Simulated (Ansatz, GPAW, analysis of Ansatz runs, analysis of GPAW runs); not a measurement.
# Substitutional B in diamond: charge-transition level, PBE (GPAW), part 4 of 4

Aim: the charge-transition level of substitutional B in diamond, to be set beside the measurement. Set-up: PBE, plane waves 500 eV, 64-site cell, PBE lattice, k: the zone centre alone then 2x2x2 shifted, symmetric start, start relaxed with Ansatz. The model is a cell of 64 host atoms with 1 C taken out and 1 B put in. The level is the Fermi energy at which two charge states have equal formation energy, after a correction for the images of the charge. Another start tests whether the structure found is the lowest.

GPAW 26.7.0; PBE, plane waves 500 eV, 64-site cell, PBE lattice, k: the zone centre alone then 2x2x2 shifted, symmetric start, start relaxed with Ansatz.

So far: The starting structure; Relaxation, charge 0; Single point, charge 0; Relaxation, charge −1.

## Step 5: Single point, charge −1

This step: GPAW plane-wave PAW DFT, PBE; single point of a defect supercell.

Contents of run.py:

```python
import numpy as np
from ase.io import read, write
from ase.parallel import parprint, world
from gpaw import GPAW, PW

atoms = read('POSCAR')
calc = GPAW(mode=PW(500),
            xc='PBE',
            kpts={'size': (2, 2, 2), 'gamma': False},
            charge=-1,
            occupations={'name': 'fermi-dirac', 'width': 0.01},
            nbands=136,
            convergence={'density': 1e-05, 'bands': 133},
            maxiter=150,
            symmetry={},
            txt='gpaw.txt')
atoms.calc = calc
energy = atoms.get_potential_energy()
forces = atoms.get_forces()
parprint(f'Energy: {energy:.6f} eV, largest force {np.linalg.norm(forces, axis=1).max():.4f} eV/A')
calc.write('gs.gpw')
write('final.xyz', atoms)
for s in range(calc.get_number_of_spins()):
    parprint('Levels (eV), spin', s, calc.get_eigenvalues(kpt=0, spin=s)[-16:].round(3))
field = calc.get_electrostatic_potential()
if world.rank == 0:
    np.save('potential.npy', field)
field = calc.get_pseudo_density()
if world.rank == 0:
    np.save('density.npy', field)
```

Contents of POSCAR:

```
C  B  C 
 1.0000000000000000
     7.1439157092080041   -0.0000000000000009   -0.0000000000000000
     0.0000000000000004    7.1439157092080050   -0.0000000000000000
    -0.0000000000000004   -0.0000000000000018    7.1439157092080032
 C   B   C  
   7   1  56
Direct
 -0.0006357871767924 -0.0006357871767923  0.2503913515796940
 -0.0006357871767924  0.2503913515796939 -0.0006357871767924
[... 1 atom line left out ...]
  0.2467999822180803  0.2467999822180804  0.2467999822180804
[... 3 atom lines left out ...]
  0.3749999998665995  0.3749999998665997  0.3749999998665996
[... 6 atom lines left out ...]
  0.3764452576804190  0.1243772751762363  0.6256227245569630
[... 7 atom lines left out ...]
  0.3764452576804189  0.6256227245569629  0.1243772751762361
[... 3 atom lines left out ...]
  0.2467999822180803  0.5032000175151190  0.5032000175151189
[... 3 atom lines left out ...]
  0.3735547420527801  0.6256227245569630  0.6256227245569630
[... 5 atom lines left out ...]
  0.6256227245569629  0.1243772751762363  0.3764452576804190
  0.6256227245569629  0.3764452576804190  0.1243772751762361
[... 3 atom lines left out ...]
  0.5032000175151188  0.2467999822180805  0.5032000175151189
[... 3 atom lines left out ...]
  0.6256227245569629  0.3735547420527804  0.6256227245569630
[... 2 atom lines left out ...]
  0.5032000175151188  0.5032000175151189  0.2467999822180804
[... 3 atom lines left out ...]
  0.6256227245569629  0.6256227245569631  0.3735547420527802
[... 10 atom lines left out ...]
  0.8750000006219273  0.8750000006219276  0.8750000006219274
```

The run is started by

```bash
$ OMP_NUM_THREADS=1 mpirun -n 4 gpaw python run.py > stdout
```

What it wrote:

```text
__  _  _
 | _ |_)|_||  |
 |__||  | ||/\| - 26.7.0

Input parameters:
  mode=PW(ecut=500.0),
  charge=-1,
  convergence={'density': 1e-05, 'bands': 133},
  kpts=MonkhorstPack(size=(2, 2, 2), gamma=False),
  maxiter=150,
  nbands=136,
  occupations=Occupations(name='fermi-dirac', width=0.01),
  symmetry=Symmetry(),
  xc=XC(name='PBE')

Diagonalizing LCAO Hamiltonian
Converting LCAO to pw mode

                 C        C
            C  C     C C
         C   C C  C   C C
          C C   C C  C   C
       C  CC    CC CC     C
            CCC      CCC
        C    C B C    CCC
         CCC      C C
          C C   C  C C   C
       C   C  C C   C C
        C     C  C     C
           C        C

Atoms  # Å, Bohr magnetons
|    | symbol |         x |         y |         z |    initial magnetic moments |
|----|--------|-----------|-----------|-----------|-----------------------------|
|  0 |      C | -0.004542 | -0.004542 |  1.788775 | ( 0.0000,  0.0000,  0.0000) |
|  1 |      C | -0.004542 |  1.788775 | -0.004542 | ( 0.0000,  0.0000,  0.0000) |
|  2 |      C |  1.788775 | -0.004542 | -0.004542 | ( 0.0000,  0.0000,  0.0000) |
|  3 |      C |  1.763118 |  1.763118 |  1.763118 | ( 0.0000,  0.0000,  0.0000) |
|  4 |      C |  0.888541 |  0.888541 |  2.668644 | ( 0.0000,  0.0000,  0.0000) |
|  5 |      C |  0.888541 |  2.668644 |  0.888541 | ( 0.0000,  0.0000,  0.0000) |
|  6 |      C |  2.668644 |  0.888541 |  0.888541 | ( 0.0000,  0.0000,  0.0000) |
|  7 |      B |  2.678968 |  2.678968 |  2.678968 | ( 0.0000,  0.0000,  0.0000) |
|  8 |      C |  0.001091 |  0.001091 |  5.356846 | ( 0.0000,  0.0000,  0.0000) |
|  9 |      C |  0.002182 |  1.787236 |  3.570701 | ( 0.0000,  0.0000,  0.0000) |
| 10 |      C |  1.787236 |  0.002182 |  3.570701 | ( 0.0000,  0.0000,  0.0000) |
[...]
| 59 |      C |  5.356846 |  5.356846 |  5.356846 | ( 0.0000,  0.0000,  0.0000) |
| 60 |      C |  4.464362 |  4.464362 |  6.249352 | ( 0.0000,  0.0000,  0.0000) |
| 61 |      C |  4.464362 |  6.249352 |  4.464362 | ( 0.0000,  0.0000,  0.0000) |
| 62 |      C |  6.249352 |  4.464362 |  4.464362 | ( 0.0000,  0.0000,  0.0000) |
| 63 |      C |  6.250926 |  6.250926 |  6.250926 | ( 0.0000,  0.0000,  0.0000) |

Unit cell  # Å
| periodic |         x |         y |         z |  lengths |    angles |
|----------|-----------|-----------|-----------|----------|-----------|
|      yes |  7.143916 | -0.000000 | -0.000000 | 7.143916 | 90.000000 |
|      yes |  0.000000 |  7.143916 | -0.000000 | 7.143916 | 90.000000 |
|      yes | -0.000000 | -0.000000 |  7.143916 | 7.143916 | 90.000000 |

Number of symmetries: 6
Symmetry operations  # r_c * U_cc + t_c -> r_c
|   | kind |            matrix            |
|---|------|------------------------------|
| 0 |  E   |  1, 0, 0,  0, 1, 0,  0, 0, 1 |
| 1 |  σ   |  1, 0, 0,  0, 0, 1,  0, 1, 0 |
| 2 |  σ   |  0, 1, 0,  1, 0, 0,  0, 0, 1 |
| 3 |  C3  |  0, 1, 0,  0, 0, 1,  1, 0, 0 |
| 4 |  C3  |  0, 0, 1,  1, 0, 0,  0, 1, 0 |
| 5 |  σ   |  0, 0, 1,  0, 1, 0,  1, 0, 0 |

BZ-sampling:
  Number of BZ points: 8
  Number of IBZ points: 2

  Monkhorst-Pack size: [2, 2, 2]
  Monkhorst-Pack shift: [0, 0, 0]

K-points  # in reciprocal-cell coordinates
|   |                                coordinates |     weight |
|---|--------------------------------------------|------------|
| 0 | (  0.25000000,   0.25000000,  -0.25000000) | 0.75000000 |
| 1 | (  0.25000000,   0.25000000,   0.25000000) | 0.25000000 |

Plane wave coefficients: 9249
Cutoff: 500.0 eV

Spin-components: 1 (collinear spins)
Bands:           136
Projectors:      320
Spin-degeneracy: 2
Datatype:        complex128

Density:
  Valence electrons: 255.0
  Components: 1
  Grid points: [40 40 40]
  Charge: -1.0  # |e|

Potential:
  Grid points: [40 40 40]

species:
  C:
    name:    Carbon
    Z:       6.0
    valence: 4
    core:    2
    charge:  0.0  # [|e|]
    compensation charges:
      type: gauss
      rc: 0.20  # [Å]
      lmax: 2
    cutoffs:
      filter: 1.14  # [Å]
      core: 1.14  # [Å]
    projectors
    | kind |    occ | energy [eV] | rcut [Å] |
    |------|--------|-------------|----------|
    |   2s |  2.000 |     -13.751 |    0.635 |
    |   2p |  2.000 |      -5.284 |    0.635 |
    |    s |        |      13.461 |    0.635 |
    |    p |        |      21.927 |    0.635 |
    |    d |        |       0.000 |    0.635 |

    Using partial waves for C as LCAO basis

  B:
    name:    Boron
    Z:       5.0
    valence: 3
    core:    2
    charge:  0.0  # [|e|]
    compensation charges:
      type: gauss
      rc: 0.20  # [Å]
      lmax: 2
    cutoffs:
      filter: 1.14  # [Å]
      core: 1.38  # [Å]
    projectors
    | kind |    occ | energy [eV] | rcut [Å] |
    |------|--------|-------------|----------|
    |   2s |  2.000 |      -9.443 |    0.635 |
    |   2p |  1.000 |      -3.606 |    0.635 |
    |    s |        |      17.768 |    0.635 |
    |    p |        |      23.605 |    0.635 |
    |    d |        |       0.000 |    0.635 |

    Using partial waves for B as LCAO basis

Reference energy: -65410.060842  # eV

eigensolver:
  PPCG
  Converge bands: 133
  niter=2

density mixing:
  MSR1-Mixer
  Pratt-step length: 0.05
  Maximum mixing coefficient: 0.75
  Old densities: 10
  SVD Regularization: 0.005
  Good broyden scale: 1.0
  Trust region scale: 1.0
  Backstep threshold: 4.0
  History deletion threshold: 6.0
  Fourier metric: weight=20.0, sigma=0.015

occupation numbers:
  Fermi-Dirac:
    width: 0.0100  # eV

poisson solver:
  ecut: 4000.0  # eV
  uniform background charge: -1.0  # electrons

xc functional:
  name: PBE with 2 nearest neighbor stencil

Initialization done in: 6.384 s

convergence criteria:
- Maximum integral of absolute [dens]ity change: 1e-05 electrons / valence electron
- Maximum [total energy] change in last 3 cyles: 0.0005 eV / valence electron
- Maximum integral of absolute [eigenst]ate change: 4e-08 eV^2 / valence electron
maximum number of iterations: 150

SCF iterations
|iter     | |      energy | eigst |  dens |
|---------|-|-------------|-------|-------|
|iter:   1| | -582.523536 | +0.17 |       |
|iter:   2| | -580.208380 | -1.79 | -0.80 |
|iter:   3| | -566.172061 | -1.16 | -0.83 |
|iter:   4| | -565.983573 | -1.86 | -1.49 |
|iter:   5| | -565.985857 | -2.18 | -2.29 |
|iter:   6| | -565.980155c| -2.10 | -2.59 |
|iter:   7| | -565.980399c| -1.91 | -3.15 |
|iter:   8| | -565.980418c| -1.71 | -3.84 |
|iter:   9| | -565.980421c| -1.60 | -4.28 |
|iter:  10| | -565.980421c| -1.80 | -4.71 |
|iter:  11| | -565.980421c| -2.09 | -5.28c|
|iter:  12| | -565.980421c| -2.38 | -5.98c|
|iter:  13| | -565.980421c| -2.73 | -6.42c|
|iter:  14| | -565.980421c| -3.01 | -6.82c|
|iter:  15| | -565.980421c| -3.29 | -7.29c|
|iter:  16| | -565.980421c| -3.63 | -7.80c|
|iter:  17| | -565.980421c| -3.84 | -8.32c|
|iter:  18| | -565.980421c| -4.18 | -8.83c|
|iter:  19| | -565.980421c| -4.41 | -9.21c|
|iter:  20| | -565.980421c| -4.70 | -9.61c|
|iter:  21| | -565.980421c| -4.97 |-10.03c|
|iter:  22| | -565.980421c| -5.24 |-10.54c|
|iter:  23| | -565.980421c| -5.49 |-11.06c|
|iter:  24| | -565.980421c| -5.75 |-11.53c|
|iter:  25| | -565.980421c| -5.99 |-12.00c|
|iter:  26| | -565.980421c| -6.25 |-12.41c|
|iter:  27| | -565.980421c| -6.46 |-12.78c|
|iter:  28| | -565.980421c| -6.77 |-13.37c|
|iter:  29| | -565.980421c| -6.94 |-13.82c|
|iter:  30| | -565.980421c| -7.27 |-14.29c|
|iter:  31| | -565.980421c| -7.43c|-14.65c|

Converged in 31 steps
SCF loop duration: 94.159 s (3.037 s/step)
Energy contributions relative to reference atoms: (reference = -65410.060842)

Energy contributions:
  Kinetic:         565.496689
  Coulomb:        -506.605823
  Zero:              0.694675
  External:          0.000000
  Xc:             -625.565963
  Entropy:          -0.000000
  Spinorbit:         0.000000
  ----------------------------
  Free energy:    -565.980421
  Extrapolated:   -565.980421

dipole moment: (-3.728101, -3.728101, -3.728101)  # |e|*Ang

Fermi level: 14.056
Eigenvalues  # (at kpt = [0.250, 0.250, -0.250])
| band index |      eig [eV] | occ [0-2] |
|------------|---------------|-----------|
|          0 |        -9.051 |     2.000 |
|        ... |               |           |
|        120 |         9.913 |     2.000 |
|        121 |         9.913 |     2.000 |
|        122 |        10.090 |     2.000 |
|        123 |        10.535 |     2.000 |
|        124 |        10.535 |     2.000 |
|        125 |        10.623 |     2.000 |
|        126 |        11.567 |     2.000 |
|        127 |        11.567 |     2.000 |
|        128 |        16.889 |     0.000 |
|        129 |        16.889 |     0.000 |
|        130 |        16.956 |     0.000 |
|        131 |        17.144 |     0.000 |
|        132 |        17.144 |     0.000 |
|        133 |        17.228 |     0.000 |
|        134 |        17.769 |     0.000 |
|        135 |        17.769 |     0.000 |

Gap: 5.322 eV
Transition (v -> c):
  (s=0, k=1, n=127, [0.25, 0.25, 0.25]) -> (s=0, k=0, n=128, [0.25, 0.25, -0.25])
Direct/indirect transitions are different
Direct gap: 5.322 eV
Transition at: (s=0, k=0, n=127, [0.25, 0.25, -0.25])

Forces  # eV/Ang
|        x |        y |        z |
|----------|----------|----------|
|  0.00960 |  0.00960 | -0.00005 |  # C    0
|  0.00960 | -0.00005 |  0.00960 |  # C    1
| -0.00005 |  0.00960 |  0.00960 |  # C    2
|  0.06662 |  0.06662 |  0.06662 |  # C    3
|  0.00418 |  0.00418 |  0.03155 |  # C    4
|  0.00418 |  0.03155 |  0.00418 |  # C    5
|  0.03155 |  0.00418 |  0.00418 |  # C    6
|  0.00000 |  0.00000 |  0.00000 |  # B    7
|  0.00415 |  0.00415 | -0.00415 |  # C    8
|  0.00308 | -0.00497 |  0.00497 |  # C    9
[...]
| -0.00415 | -0.00415 | -0.00415 |  # C   59
| -0.00820 | -0.00820 | -0.00295 |  # C   60
| -0.00820 | -0.00295 | -0.00820 |  # C   61
| -0.00295 | -0.00820 | -0.00820 |  # C   62
| -0.00000 | -0.00000 | -0.00000 |  # C   63

# Writing to gs.gpw (mode='')
```

Wall time 1.8 min (4 MPI ranks of Arm Neoverse V1, shared host); peak memory 1.5 GiB.

## Step 6: Charge-transition levels

Analysis of the runs above: levels from GPAW plane-wave PAW DFT, PBE energies with an image-charge correction aligned at atomic sites (own code after Kumagai and Oba).

It gives:

- gap: 4.120 eV

## Step 7: Summary of results

```yaml
static_dielectric_constant_used: 5.9
band_gap_of_the_host: 4.12 eV
0_minus_1_level_above_the_valence_band_top: 0.07 eV
```

(0/-1) level above the valence-band top: computed 0.07 eV, measured 0.368 eV; 0.30 eV below the measurement. The level is counted in a gap of 4.12 eV, and the correction is screened by a dielectric constant of 5.9 from a linear-response run on the host. The bound state has a long tail, so in cells of 64 to 216 sites the impurity band still disperses by tenths of an eV and the level moves with cell and k-points. Levels hang on the band edges, which semilocal functionals place too close together. Limits: the periodic copies of the defect are only 7.1 Å apart.

[Logs are printed without paths, hosts, clocks, repeated set-up lines and the standing remarks that a program may print on its own settings, such as how far it seeks lower states.]

[Hosts, paths, dates, database ids (printed as entryN), source tags and the programs' standing remarks are cut or masked in the printed files.]

[For some hosts the program warned that the k-mesh of the response run may be too coarse for force constants and the static dielectric constant; such warnings are not shown here.]
